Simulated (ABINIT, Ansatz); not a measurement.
# TlBi2 (P6/mmm): phonons by linear response, part 3 of 5

Aim: the phonon dispersion of TlBi2 (P6/mmm), checked by a second program.

ABINIT 10.8.3; DFT PBEsol, scalar-relativistic, plane waves, PseudoDojo norm-conserving pseudopotentials.

So far. Step 4 (Self-consistent run for the response): The cell stands at -0.59 GPa: the relaxation ran with a smoothed and higher cutoff, and the difference is a stress of the finite basis. Step 5 (Linear response at Γ): The acoustic modes at Γ come out as far as 2.8 cm⁻¹ from zero, where they should vanish, a small numerical error. The relaxed cell has a = 5.636, c = 3.338 Å (conventional setting).

**6. Phonons on a q mesh**

Linear response treats each wavevector of the 2×2×4 mesh in the unit cell; the first-order potentials are kept for the electron-phonon matrix elements.

dfpt_q.abi

```
ndtset 5

# wavevectors
qpt1 0.5 0.0 0.0
qpt2 0.0 0.0 0.25
qpt3 0.5 0.0 0.25
qpt4 0.0 0.0 0.5
qpt5 0.5 0.0 0.5

# displacements
getwfk_filepath "gso_WFK"
getwfq_filepath "gso_WFK"
kptopt 3
nqpt 1
rfphon 1
rfatpol 1 3
rfdir 1 1 1
tolvrs 1.0d-10
prtwf 0
prtpot 1

# basis, mesh and filling
ecut 29.0
ngkpt 6 6 8
nshiftk 1
shiftk 0.0 0.0 0.0
istwfk *1
occopt 7
tsmear 0.01
nband 30
nstep 100
diemac 1000000.0
prtebands 0
prtgsr 0

# cell and atoms
acell 3*1.0 Angstrom
rprim 
    5.635713048 0.0 0.0
    -2.817856524 4.880670668 0.0
    0.0 0.0 3.337827506
ntypat 2
znucl 81 83
natom 3
typat 1 2 2
xred 
    0.0 0.0 0.0
    2/3 1/3 0.5
    1/3 2/3 0.5
pp_dirpath "./pseudo"
pseudos "Tl.upf, Bi.upf"
```

Launch:

```sh
$ OMP_NUM_THREADS=1 mpirun -n 16 abinit dfpt_q.abi > dfpt_q.log
```

Numbers of over 12 decimals in the logs are rounded to 6 here.

dfpt_q.abo, the main output file:

```text
[banners, grids, parts of the stress and lines that vanish by symmetry left out]
- input  file    -> dfpt_q.abi
- output file    -> dfpt_q.abo
- root for input  files -> dfpt_qi
[...]
DATASET    1 : space group P6/m m m (#191); Bravais hP (primitive hexag.)
[...]
nfft =       93312          nkpt =         288
[...]
DATASET    2 : space group P6/m m m (#191); Bravais hP (primitive hexag.)
[...]
nfft =       93312          nkpt =         288
[...]
DATASET    3 : space group P6/m m m (#191); Bravais hP (primitive hexag.)
[...]
nfft =       93312          nkpt =         288
[...]
DATASET    4 : space group P6/m m m (#191); Bravais hP (primitive hexag.)
[...]
nfft =       93312          nkpt =         288
[...]
DATASET    5 : space group P6/m m m (#191); Bravais hP (primitive hexag.)
[...]
nfft =       93312          nkpt =         288
[...]
== DATASET  1 ==================================================================
[...]
cutoff_energies: {ecut:  29.0, pawecutdg:  -1.0, }
[...]
Perturbation : displacement of atom   1   along direction   1
[...]
-ETOT  1   7.620620     -1.845E+04 4.307E+01 1.791E+02
 ETOT  2   1.791287     -5.829E+00 7.388E-02 6.827E+02
 ETOT  3   1.745474     -4.581E-02 4.422E-03 8.837E+01
 ETOT  4   1.739579     -5.895E-03 9.052E-04 5.491E+00
 ETOT  5   1.738906     -6.732E-04 3.358E-04 3.586E-01
[...]
At SCF step   13       vres2   =  9.22E-12 < tolvrs=  1.00E-10 =>converged.
[...]
Perturbation : displacement of atom   1   along direction   2
[...]
-ETOT  1   7.461921     -1.822E+04 4.295E+01 1.516E+02
[...]
At SCF step   12       vres2   =  2.55E-11 < tolvrs=  1.00E-10 =>converged.
[...]
Perturbation : displacement of atom   1   along direction   3
[...]
-ETOT  1   2.259924     -6.250E+03 2.270E+01 1.106E+02
[...]
At SCF step   11       vres2   =  1.91E-11 < tolvrs=  1.00E-10 =>converged.
[...]
Perturbation : displacement of atom   2   along direction   1
[...]
-ETOT  1   9.270692     -2.796E+04 2.043E+01 5.586E+03
[...]
At SCF step   12       vres2   =  3.48E-11 < tolvrs=  1.00E-10 =>converged.
[...]
Perturbation : displacement of atom   2   along direction   2
[...]
-ETOT  1   7.688806     -2.765E+04 2.047E+01 1.675E+02
[...]
Perturbation : displacement of atom   2   along direction   3
[...]
-ETOT  1   2.139879     -9.516E+03 7.368E+00 8.865E+01
[...]
Phonon wavevector (reduced coordinates) :  0.50000  0.00000  0.00000
 Phonon energies in Hartree :
[...]
Phonon frequencies in cm-1    :
-  2.269838E+01  2.379193E+01  2.686080E+01  2.992960E+01  3.372422E+01
-  3.961555E+01  6.351446E+01  6.706991E+01  7.425607E+01
[...]
== DATASET  2 ==================================================================
[...]
cutoff_energies: {ecut:  29.0, pawecutdg:  -1.0, }
[...]
Perturbation : displacement of atom   1   along direction   1
[...]
-ETOT  1   7.594419     -1.810E+04 5.107E+01 3.067E+02
[...]
Perturbation : displacement of atom   1   along direction   3
[...]
-ETOT  1   2.954992     -6.440E+03 2.033E+01 1.290E+02
[...]
Perturbation : displacement of atom   2   along direction   1
[...]
-ETOT  1   9.439732     -2.749E+04 2.037E+01 3.503E+02
[...]
Perturbation : displacement of atom   2   along direction   3
[...]
-ETOT  1   3.156664     -9.769E+03 7.435E+00 2.334E+02
[...]
Phonon wavevector (reduced coordinates) :  0.00000  0.00000  0.25000
 Phonon energies in Hartree :
[...]
Phonon frequencies in cm-1    :
-  2.350664E+01  2.350664E+01  5.411938E+01  5.411938E+01  5.426481E+01
-  6.164820E+01  6.515963E+01  8.447724E+01  8.447724E+01
[...]
== DATASET  3 ==================================================================
[...]
cutoff_energies: {ecut:  29.0, pawecutdg:  -1.0, }
[...]
Perturbation : displacement of atom   1   along direction   1
[...]
-ETOT  1   7.623378     -1.823E+04 5.099E+01 3.336E+02
[...]
Perturbation : displacement of atom   1   along direction   2
[...]
-ETOT  1   7.441858     -1.812E+04 4.624E+01 1.760E+02
[...]
Perturbation : displacement of atom   1   along direction   3
[...]
-ETOT  1   2.832977     -6.377E+03 2.282E+01 6.783E+01
[...]
Perturbation : displacement of atom   2   along direction   1
[...]
-ETOT  1   8.850356     -2.766E+04 2.031E+01 8.022E+02
[...]
Phonon wavevector (reduced coordinates) :  0.50000  0.00000  0.25000
 Phonon energies in Hartree :
[...]
Phonon frequencies in cm-1    :
-  3.011686E+01  3.088273E+01  3.918721E+01  4.973972E+01  5.354850E+01
-  6.519646E+01  7.326674E+01  7.407159E+01  7.441259E+01
[...]
== DATASET  4 ==================================================================
[...]
cutoff_energies: {ecut:  29.0, pawecutdg:  -1.0, }
[...]
Perturbation : displacement of atom   2   along direction   1
[...]
-ETOT  1   8.599966     -2.740E+04 2.029E+01 2.020E+02
[...]
Perturbation : displacement of atom   2   along direction   3
[...]
-ETOT  1   2.790687     -9.838E+03 7.444E+00 1.639E+02
[...]
Phonon wavevector (reduced coordinates) :  0.00000  0.00000  0.50000
 Phonon energies in Hartree :
[...]
Phonon frequencies in cm-1    :
-  3.816924E+01  3.816924E+01  4.115990E+01  4.115990E+01  5.015842E+01
-  5.662080E+01  7.222236E+01  7.222236E+01  7.302331E+01
[...]
== DATASET  5 ==================================================================
[...]
cutoff_energies: {ecut:  29.0, pawecutdg:  -1.0, }
[...]
Perturbation : displacement of atom   1   along direction   1
[...]
-ETOT  1   7.518232     -1.807E+04 5.825E+01 2.062E+02
[...]
Perturbation : displacement of atom   1   along direction   2
[...]
-ETOT  1   7.161981     -1.804E+04 1.021E+02 2.172E+02
[...]
Perturbation : displacement of atom   1   along direction   3
[...]
-ETOT  1   3.474437     -6.469E+03 1.791E+01 3.898E+01
[...]
Perturbation : displacement of atom   2   along direction   1
[...]
-ETOT  1   9.206815     -2.745E+04 2.021E+01 8.325E+02
[...]
Perturbation : displacement of atom   2   along direction   2
[...]
-ETOT  1   8.389547     -2.741E+04 1.992E+01 1.945E+02
[...]
At SCF step   11       vres2   =  6.62E-12 < tolvrs=  1.00E-10 =>converged.
[...]
Perturbation : displacement of atom   2   along direction   3
[...]
-ETOT  1   2.579270     -9.808E+03 7.432E+00 1.312E+02
[...]
ETOT 10  0.688529      3.638E-12 7.524E-02 2.926E-10
 ETOT 11  0.688529     -9.277E-11 1.562E-02 7.163E-11
 At SCF step   11       vres2   =  7.16E-11 < tolvrs=  1.00E-10 =>converged.
[...]
Phonon wavevector (reduced coordinates) :  0.50000  0.00000  0.50000
 Phonon energies in Hartree :
[...]
Phonon frequencies in cm-1    :
-  2.960944E+01  3.175044E+01  3.715122E+01  4.421058E+01  5.533554E+01
-  5.974157E+01  6.043458E+01  7.365801E+01  8.100515E+01
[...]
strten3     0.0000000000E+00  0.0000000000E+00  0.0000000000E+00
           
================================================================================
```

The job ended after 29 min (16 MPI ranks of Arm Neoverse V2, shared host).

Numbers from this step:

```
lowest mode on the q mesh (acoustic ones at the zone centre apart) : 22.7 cm⁻¹
```

Frequencies (cm⁻¹) before the sum rule at the irreducible wavevectors but Γ, which is solved apart; negative means imaginary. Frequencies by wavevector:

```tsv
q (fractions)	star	mode 1	mode 2	mode 3	mode 4	mode 5	mode 6	mode 7	mode 8	mode 9
0.5 0 0	3	22.7	23.79	26.86	29.93	33.72	39.62	63.51	67.07	74.26
0 0 0.25	2	23.51	23.51	54.12	54.12	54.26	61.65	65.16	84.48	84.48
0.5 0 0.25	6	30.12	30.88	39.19	49.74	53.55	65.2	73.27	74.07	74.41
0 0 0.5	1	38.17	38.17	41.16	41.16	50.16	56.62	72.22	72.22	73.02
0.5 0 0.5	3	29.61	31.75	37.15	44.21	55.34	59.74	60.43	73.66	81.01
```

**7. Dispersion**

anaddb transforms the dynamical matrices to force constants and back along the path; points of the mesh come back as solved, but for the sum rule and, in polar crystals, the LO-TO term at Γ; the rest is interpolation.

anaddb.abi

```
ddb_filepath "all_DDB"
output_file "anaddb.abo"
outdata_prefix "anaddb"
ifcflag 1
ngqpt 2 2 4
nqshft 1
q1shft 0.0 0.0 0.0
asr 1
chneut 0
dipdip 0
dipquad 0
quadquad 0
enunit 0
eivec 0
nph1l 93
qph1l 
    0.0 0.0 0.0 1.0
    0.05 0.0 0.0 1.0
    0.1 0.0 0.0 1.0
    0.15 0.0 0.0 1.0
    0.2 0.0 0.0 1.0
    0.25 0.0 0.0 1.0
    0.3 0.0 0.0 1.0
    0.35 0.0 0.0 1.0
    0.4 0.0 0.0 1.0
    0.45 0.0 0.0 1.0
    0.5 0.0 0.0 1.0
    0.48333333 0.03333333 0.0 1.0
    0.46666667 0.06666667 0.0 1.0
    0.45 0.1 0.0 1.0
    0.43333333 0.13333333 0.0 1.0
    0.41666667 0.16666667 0.0 1.0
    0.4 0.2 0.0 1.0
    0.38333333 0.23333333 0.0 1.0
    0.36666667 0.26666667 0.0 1.0
    0.35 0.3 0.0 1.0
    0.33333333 0.33333333 0.0 1.0
    0.3 0.3 0.0 1.0
    0.26666667 0.26666667 0.0 1.0
    0.23333333 0.23333333 0.0 1.0
    0.2 0.2 0.0 1.0
    0.16666667 0.16666667 0.0 1.0
    0.13333333 0.13333333 0.0 1.0
    0.1 0.1 0.0 1.0
    0.06666667 0.06666667 0.0 1.0
    0.03333333 0.03333333 0.0 1.0
    0.0 0.0 0.0 1.0
    0.0 0.0 0.05 1.0
    0.0 0.0 0.1 1.0
    0.0 0.0 0.15 1.0
    0.0 0.0 0.2 1.0
    0.0 0.0 0.25 1.0
    0.0 0.0 0.3 1.0
    0.0 0.0 0.35 1.0
    0.0 0.0 0.4 1.0
    0.0 0.0 0.45 1.0
    0.0 0.0 0.5 1.0
    0.05 0.0 0.5 1.0
    0.1 0.0 0.5 1.0
    0.15 0.0 0.5 1.0
    0.2 0.0 0.5 1.0
    0.25 0.0 0.5 1.0
    0.3 0.0 0.5 1.0
    0.35 0.0 0.5 1.0
    0.4 0.0 0.5 1.0
    0.45 0.0 0.5 1.0
    0.5 0.0 0.5 1.0
    0.48333333 0.03333333 0.5 1.0
    0.46666667 0.06666667 0.5 1.0
    0.45 0.1 0.5 1.0
    0.43333333 0.13333333 0.5 1.0
    0.41666667 0.16666667 0.5 1.0
    0.4 0.2 0.5 1.0
    0.38333333 0.23333333 0.5 1.0
    0.36666667 0.26666667 0.5 1.0
    0.35 0.3 0.5 1.0
    0.33333333 0.33333333 0.5 1.0
    0.3 0.3 0.5 1.0
    0.26666667 0.26666667 0.5 1.0
    0.23333333 0.23333333 0.5 1.0
    0.2 0.2 0.5 1.0
    0.16666667 0.16666667 0.5 1.0
    0.13333333 0.13333333 0.5 1.0
    0.1 0.1 0.5 1.0
    0.06666667 0.06666667 0.5 1.0
    0.03333333 0.03333333 0.5 1.0
    0.0 0.0 0.5 1.0
    0.5 0.0 0.5 1.0
    0.5 0.0 0.45 1.0
    0.5 0.0 0.4 1.0
    0.5 0.0 0.35 1.0
    0.5 0.0 0.3 1.0
    0.5 0.0 0.25 1.0
    0.5 0.0 0.2 1.0
    0.5 0.0 0.15 1.0
    0.5 0.0 0.1 1.0
    0.5 0.0 0.05 1.0
    0.5 0.0 0.0 1.0
    0.33333333 0.33333333 0.5 1.0
    0.33333333 0.33333333 0.45 1.0
    0.33333333 0.33333333 0.4 1.0
    0.33333333 0.33333333 0.35 1.0
    0.33333333 0.33333333 0.3 1.0
    0.33333333 0.33333333 0.25 1.0
    0.33333333 0.33333333 0.2 1.0
    0.33333333 0.33333333 0.15 1.0
    0.33333333 0.33333333 0.1 1.0
    0.33333333 0.33333333 0.05 1.0
    0.33333333 0.33333333 0.0 1.0
```

mrgddb.in

```
all_DDB
merged
6
dfpt_gammao_DDB
dfpt_qo_DS1_DDB
dfpt_qo_DS2_DDB
dfpt_qo_DS3_DDB
dfpt_qo_DS4_DDB
dfpt_qo_DS5_DDB
```

Launch:

```sh
$ mrgddb < mrgddb.in > mrgddb.log
$ OMP_NUM_THREADS=1 anaddb anaddb.abi > anaddb.log
```

anaddb.abo, the main output file:

```text
[banners, grids, parts of the stress and lines that vanish by symmetry left out]
-outvars_anaddb: echo values of input variables ----------------------

 Flags :
[...]
Phonon wavevector (reduced coordinates) :  0.00000  0.00000  0.00000
 Phonon energies in Hartree :
[...]
Phonon frequencies in cm-1    :
-  0.000000E+00  0.000000E+00  0.000000E+00  2.397343E+01  3.333319E+01
-  5.626558E+01  5.626558E+01  8.428859E+01  8.428859E+01
[...]
Phonon wavevector (reduced coordinates) :  0.05000  0.00000  0.00000
 Phonon energies in Hartree :
[...]
Phonon frequencies in cm-1    :
-  2.779797E+00  4.608914E+00  9.335397E+00  2.416171E+01  3.332520E+01
-  5.577657E+01  5.586760E+01  8.395652E+01  8.405869E+01
[...]
Phonon wavevector (reduced coordinates) :  0.10000  0.00000  0.00000
 Phonon energies in Hartree :
[...]
Phonon frequencies in cm-1    :
-  5.540439E+00  9.036246E+00  1.844932E+01  2.469564E+01  3.329708E+01
-  5.436774E+01  5.467247E+01  8.296963E+01  8.340163E+01
[...]
Phonon wavevector (reduced coordinates) :  0.15000  0.00000  0.00000
 Phonon energies in Hartree :
[...]
Phonon frequencies in cm-1    :
-  8.261950E+00  1.310704E+01  2.548741E+01  2.712046E+01  3.323983E+01
-  5.220624E+01  5.269038E+01  8.136336E+01  8.240606E+01
[...]
Phonon wavevector (reduced coordinates) :  0.20000  0.00000  0.00000
 Phonon energies in Hartree :
[...]
Phonon frequencies in cm-1    :
-  1.092220E+01  1.665858E+01  2.640271E+01  3.315052E+01  3.509679E+01
-  4.954968E+01  5.000669E+01  7.921683E+01  8.119026E+01
[...]
Phonon wavevector (reduced coordinates) :  0.25000  0.00000  0.00000
 Phonon energies in Hartree :
[...]
Phonon frequencies in cm-1    :
-  1.349468E+01  1.954600E+01  2.726726E+01  3.305136E+01  4.161774E+01
-  4.672276E+01  4.730609E+01  7.667047E+01  7.986568E+01
  Phonon wavevector (reduced coordinates) :  0.30000  0.00000  0.00000
 Phonon energies in Hartree :
[...]
Phonon frequencies in cm-1    :
-  1.594505E+01  2.165579E+01  2.787222E+01  3.300825E+01  4.130070E+01
-  4.408392E+01  5.003432E+01  7.393576E+01  7.850711E+01
  Phonon wavevector (reduced coordinates) :  0.35000  0.00000  0.00000
 Phonon energies in Hartree :
[...]
Phonon frequencies in cm-1    :
-  1.822445E+01  2.294709E+01  2.802572E+01  3.310103E+01  3.741876E+01
-  4.195885E+01  5.515514E+01  7.129130E+01  7.714954E+01
  Phonon wavevector (reduced coordinates) :  0.40000  0.00000  0.00000
 Phonon energies in Hartree :
[...]
Phonon frequencies in cm-1    :
-  2.025132E+01  2.352653E+01  2.769025E+01  3.331474E+01  3.363479E+01
-  4.052965E+01  5.941370E+01  6.905963E+01  7.583063E+01
  Phonon wavevector (reduced coordinates) :  0.45000  0.00000  0.00000
 Phonon energies in Hartree :
[...]
Phonon frequencies in cm-1    :
-  2.184488E+01  2.366864E+01  2.707314E+01  3.086107E+01  3.352262E+01
-  3.976861E+01  6.236051E+01  6.755839E+01  7.470888E+01
  Phonon wavevector (reduced coordinates) :  0.50000  0.00000  0.00000
 Phonon energies in Hartree :
[...]
Phonon frequencies in cm-1    :
-  2.253215E+01  2.367363E+01  2.670417E+01  2.983027E+01  3.360606E+01
-  3.953856E+01  6.346875E+01  6.702780E+01  7.421825E+01
  Phonon wavevector (reduced coordinates) :  0.48333  0.03333  0.00000
 Phonon energies in Hartree :
[...]
Phonon frequencies in cm-1    :
-  2.260175E+01  2.380204E+01  2.674688E+01  2.989943E+01  3.355224E+01
-  3.947920E+01  6.340290E+01  6.697548E+01  7.422028E+01
  Phonon wavevector (reduced coordinates) :  0.46667  0.06667  0.00000
 Phonon energies in Hartree :
[...]
Phonon frequencies in cm-1    :
-  2.280696E+01  2.417347E+01  2.687253E+01  3.010288E+01  3.339142E+01
-  3.930022E+01  6.321286E+01  6.681593E+01  7.423124E+01
  Phonon wavevector (reduced coordinates) :  0.45000  0.10000  0.00000
 Phonon energies in Hartree :
[...]
Phonon frequencies in cm-1    :
-  2.313742E+01  2.474827E+01  2.707384E+01  3.042919E+01  3.312562E+01
-  3.899967E+01  6.292118E+01  6.654392E+01  7.426289E+01
[...]
Phonon wavevector (reduced coordinates) :  0.10000  0.00000  0.50000
 Phonon energies in Hartree :
[...]
Phonon frequencies in cm-1    :
-  3.743627E+01  3.799268E+01  4.026754E+01  4.193468E+01  4.947669E+01
-  5.642349E+01  7.198535E+01  7.233249E+01  7.369534E+01
  Phonon wavevector (reduced coordinates) :  0.15000  0.00000  0.50000
 Phonon energies in Hartree :
[...]
Phonon frequencies in cm-1    :
-  3.663563E+01  3.788090E+01  3.929748E+01  4.304115E+01  4.880478E+01
-  5.627407E+01  7.146864E+01  7.250139E+01  7.470958E+01
  Phonon wavevector (reduced coordinates) :  0.20000  0.00000  0.50000
 Phonon energies in Hartree :
[...]
Phonon frequencies in cm-1    :
-  3.555930E+01  3.773956E+01  3.804885E+01  4.463584E+01  4.797925E+01
-  5.608223E+01  7.067937E+01  7.270898E+01  7.595153E+01
  Phonon wavevector (reduced coordinates) :  0.25000  0.00000  0.50000
 Phonon energies in Hartree :
[...]
Phonon frequencies in cm-1    :
-  3.427910E+01  3.662597E+01  3.758227E+01  4.668797E+01  4.707808E+01
-  5.587207E+01  6.961994E+01  7.293290E+01  7.725220E+01
  Phonon wavevector (reduced coordinates) :  0.30000  0.00000  0.50000
 Phonon energies in Hartree :
[...]
Phonon frequencies in cm-1    :
-  3.290726E+01  3.515636E+01  3.742432E+01  4.617830E+01  4.911291E+01
-  5.567017E+01  6.827995E+01  7.315094E+01  7.847556E+01
  Phonon wavevector (reduced coordinates) :  0.35000  0.00000  0.50000
 Phonon energies in Hartree :
[...]
Phonon frequencies in cm-1    :
-  3.158959E+01  3.378454E+01  3.728126E+01  4.535822E+01  5.178868E+01
-  5.549831E+01  6.664935E+01  7.334304E+01  7.951842E+01
[...]
Phonon wavevector (reduced coordinates) :  0.33333  0.33333  0.05000
 Phonon energies in Hartree :
[...]
Phonon frequencies in cm-1    :
-  2.826785E+01  2.835789E+01  3.330737E+01  3.330737E+01  3.540010E+01
-  3.540010E+01  6.256038E+01  6.256038E+01  7.507643E+01
  Phonon wavevector (reduced coordinates) :  0.33333  0.33333  0.00000
 Phonon energies in Hartree :
[...]
Phonon frequencies in cm-1    :
-  2.665908E+01  2.859629E+01  2.934719E+01  2.934719E+01  3.445988E+01
-  3.445988E+01  6.244097E+01  6.244097E+01  7.493497E+01
-
```

Wall time 0.5 s (1 thread).

This step gave:

```yaml
lowest_frequency_on_the_path: 0 cm⁻¹
```

Anaddb. Phonon branches along the path, in cm⁻¹:

```tsv
point	branch 1	branch 2	branch 3	branch 4	branch 5	branch 6	branch 7	branch 8	branch 9
Γ	0	0	0	24	33	56	56	84	84
halfway	14	20	27	33	42	47	47	77	80
M	22	24	27	30	34	40	64	67	74
halfway	24	26	28	31	32	38	62	66	74
K	27	29	29	29	34	34	62	62	75
halfway	16	22	28	33	43	44	48	77	77
Γ	0	0	0	24	33	56	56	84	84
halfway	23	23	54	54	54	62	65	84	84
A	38	38	41	41	50	56	72	72	73
halfway	34	37	38	47	47	56	70	73	77
L	30	32	37	44	55	60	60	74	81
halfway	30	34	36	47	54	59	61	69	83
H	31	31	40	51	51	61	61	64	85
halfway	34	36	37	47	47	55	69	72	79
A	38	38	41	41	50	56	72	72	73
jump to L	30	32	37	44	55	60	60	74	81
halfway	30	31	39	50	54	65	73	74	74
M	22	24	27	30	34	40	64	67	74
jump to H	31	31	40	51	51	61	61	64	85
halfway	29	35	35	51	57	57	73	73	78
K	27	29	29	29	34	34	62	62	75
```

The phonon branches as a text plot (rows in cm⁻¹):

```
     84 |**            ******           ****             **
     80 | **          *      **      ***    *    *         *
     77 |   **      **         *   **        **   **        *****
     73 |   * *******           ********     ************   *
     70 |    *                 *   **   *  ****   *  **    * *
     66 |     *** **        ***      *    **       ** ***     *
     62 |     *****         ** *        ***       *  * ****    **
     59 |    *     *       * **       *****      *         *
     55 |*             ******  *********   *********  *   ****
     52 | ***       * *      *  *       ****    *  ****  *  * *
     48 |  *         *     *  ** ****   * ****** *  *
     45 |   *        *            * ****     **      *       * *
     41 |   ****    *     *     ***      **    **    *****
     37 |       *  *      *     ******* *  ********** **  *   *
     34 |******* *********     *   *** **  ***    **   ** *******
     30 |     ******* *  **   *      *******     *********  *
     27 | *************      *                        ***    ****
     23 |*  *****  * * **   *                          **
     20 |    *      *  *   *
     16 |  **        **  *
     12 | **
      9 |**           **  *
      5 |*             * *
      2 |*              *
         Γ    M  K      Γ       A     L  H     A|L     M|H      K
```

All branches are real along the path.

(Continued in part 4 of 5.)

[Host names and launcher messages were left out of these logs when they were recorded.]

[Logs are printed without paths, hosts, clocks, repeated set-up lines and the standing remarks that a program may print on its own settings, such as how far it seeks lower states.]

[Hosts, paths, dates, database ids (printed as entryN), source tags and the programs' standing remarks are cut or masked in the printed files.]
